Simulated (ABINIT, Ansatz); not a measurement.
# PbS (Galena): changed settings of a GW run in ABINIT

A base run on PbS (Galena), then changed inputs.

Program: ABINIT 10.8.3. Level of theory: PBE and many-body steps on it, plane waves. Results are calculated unless marked as measured.

This is a report of a sequence of runs, with most program output left out.

The database entry behind the starting cell differs from later determinations by our own check (about 0.1 % short), so it need not match the best structure at ambient conditions.

### 1. The starting structure

Symmetry: Fm-3m, No. 225, cubic system. Conventional cell: a = 5.931 Å, b = 5.931 Å, c = 5.931 Å, α = 90.00°, β = 90.00°, γ = 90.00°. Pb has 6 S at 2.97 Å nearest. S has 6 Pb at 2.97 Å nearest. Farther neighbours and most contacts between anions are not listed.

The cell and positions come from the Crystallography Open Database and are kept as given unless a step says otherwise. Spin-orbit coupling is left out unless a step names it.

### 2. Screening, 6×6×6 mesh, 150 bands, screening to 176.9 eV

This step: ABINIT 10.8.3; RPA screening on PBE, plane waves, norm-conserving pseudopotentials.

The RPA dielectric matrix is built and inverted for each q.

run.abi reads:

```
acell 3*1.0 Angstrom
rprim 
  0.000000000000 2.965750000000 2.965750000000
  2.965750000000 -0.000000000000 2.965750000000
  2.965750000000 2.965750000000 0.000000000000
ntypat 2
znucl 82 16
natom 2
typat 1 2
xred 
  0.000000000000 0.000000000000 0.000000000000
  0.500000000000 0.500000000000 0.500000000000
pp_dirpath "pseudos"
pseudos "Pb.upf, S.upf"
ecut 32
ngkpt 6 6 6
nshiftk 1
shiftk 0 0 0
kptopt 1
chksymbreak 0
istwfk *1
occopt 1
irdwfk 1
optdriver 3
nband 150
ecuteps 6.5
inclvkb 2
awtr 1
symchi 1
indata_prefix "in"
outdata_prefix "out"
tmpdata_prefix "tmp"
```

On the command line:

```
> OMP_NUM_THREADS=1 mpirun -n 8 abinit run.abi > log
```

It took 3.7 min on 8 MPI ranks of Arm Neoverse V1, shared host; peak memory 2.8 GiB; 30 min of CPU time.

Numbers from this step:

```yaml
eps_infinity_with_local_fields_on_this_mesh_along_the_program_s_q_direction: 31.07
the_same_without_local_fields: 33.12
plasma_frequency: 27.20 eV
plane_waves_in_the_screening_matrix: 283
```

Local fields lower ε∞ by 6 %.

### 3. Base

The self-energy is evaluated for the states that the input lists, and the levels follow from it, in one-shot runs by the linearised quasiparticle equation.

This step: G0W0 on PBE, plane waves, norm-conserving pseudopotentials.

Changes to run.abi since step 2:

```diff
@@ -23,8 +23,17 @@
 irdwfk 1
-optdriver 3
+optdriver 4
 nband 150
+gwcalctyp 0
+ecutsigx 32
+symsigma 1
+nkptgw 2
+kptgw 
+  0.5000000000 0.0000000000 0.0000000000
+  0.0000000000 0.0000000000 0.0000000000
+bdgw 
+  12 17
+  12 17
 ecuteps 6.5
-inclvkb 2
-awtr 1
-symchi 1
+irdscr 1
+ppmodel 1
 indata_prefix "in"
```

Run time: 26 s. Hardware: 8 MPI ranks; peak memory 2.7 GiB.

Numbers from this step:

```
G0W0 gap on the points computed              : 0.6470 eV
starting gap on the mesh                     : 0.3621 eV
k of the valence top                         : 0.5, 0, 0
k of the conduction bottom                   : 0.5, 0, 0
Z at the valence top                         : 0.784
Z at the conduction bottom                   : 0.808
least direct G0W0 gap on the computed points : 0.6470 eV
```

The gap on the mesh goes from 0.36 eV to 0.65 eV, a correction of +0.28 eV.

### 4. Fewer bands in the self-energy

Changes to run.abi since step 3:

```diff
@@ -24,3 +24,3 @@
 optdriver 4
-nband 150
+nband 24
 gwcalctyp 0
```

Elapsed: 7.7 s, on 8 MPI ranks; peak memory 2.4 GiB; 60 s of CPU time.

This step gave:

```yaml
g0w0_gap_on_the_points_computed: 0.2820 eV
starting_gap_on_the_mesh: 0.3621 eV
k_of_the_valence_top: 0.5, 0, 0
k_of_the_conduction_bottom: 0.5, 0, 0
z_at_the_valence_top: 0.8
z_at_the_conduction_bottom: 0.821
least_direct_g0w0_gap_on_the_computed_points: 0.2820 eV
```

### 5. Contour deformation on a plasmon-pole file

Changes to run.abi since step 4:

```diff
@@ -24,4 +24,4 @@
 optdriver 4
-nband 24
-gwcalctyp 0
+nband 150
+gwcalctyp 2
 ecutsigx 32
@@ -37,3 +37,2 @@
 irdscr 1
-ppmodel 1
 indata_prefix "in"
```

Run time: 3.8 s. Hardware: 8 MPI ranks; peak memory 1.9 GiB.

The run stopped with an error after 3.8 s.

The fault put into this input: contour deformation on a plasmon-pole file.

### 6. Side by side

Times are wall times on 8 MPI ranks of Arm Neoverse V1, shared host, good to a factor of about two. A run's time includes the screening step that it read.

```csv
run,mesh,bands,screening cutoff (eV),DFT gap (eV),gap on the mesh (eV),direct (eV),ε∞ used,time
base,6×6×6,150,176.9,0.362,0.647,0.647,31.07,4.1 min
fewer bands in the self-energy,6×6×6,24,176.9,0.362,0.282,0.282,31.07,3.8 min
```

### 7. Outcome

| Property | Result |
| --- | --- |
| base | 0.647 eV |
| fewer bands in the self-energy | 0.282 eV |
| known limits | not at the basis limit; model gap, bands may invert with spin-orbit coupling; mesh may overstate the screening; no spin-orbit coupling |

What this shows: Fewer bands in the self-energy: −0.365 eV against base (keys changed: nband). Bands and cutoff are finite, so the gap is not at the basis limit. The miss can reach some tenths of an eV and take either sign; the mesh is an error of its own. In the first G0W0 run levels were corrected at 2 k points alone, so a gap called «on the mesh» is the least over those, and an edge elsewhere would be missed. Where an edge is built on 6p states of lead, bismuth or thallium, scalar-relativistic gaps usually stand too wide, by a few tenths to over one eV. With atoms this heavy and so narrow a gap, spin-orbit coupling can invert the bands. These scalar-relativistic gaps are then model values, not to be set against experiment, and a spin-orbit change taken from DFT can't simply be added. For the PBE start: The RPA ε∞ on this mesh reaches over 25; with a narrow direct gap a coarse mesh can overstate it, and the correction is then too small.

[Paths, hosts, dates, memory and timing lines, banners, echoed tables and standing remarks are left out of the program output.]

[Logs are printed without paths, hosts, clocks, repeated set-up lines and the standing remarks that a program may print on its own settings, such as how far it seeks lower states.]

[Runs of the session that timed out or met a known fault of the program may be left out.]

[No measured gap is set beside runs whose start may be inverted or whose files or cutoffs have a known fault.]

[Hosts, paths, dates, database ids (printed as entryN), source tags and the programs' standing remarks are cut or masked in the printed files.]

[G0W0 gaps are taken among the corrected bands and points alone; a level outside them can change the order at an edge.]

[Where Ansatz stands beside ABINIT at settings called matched, ABINIT's density can come from a denser mesh and the files from another edition; pairs whose starting gaps differed by over 0.03 eV were left out, so agreement reads better than it is.]
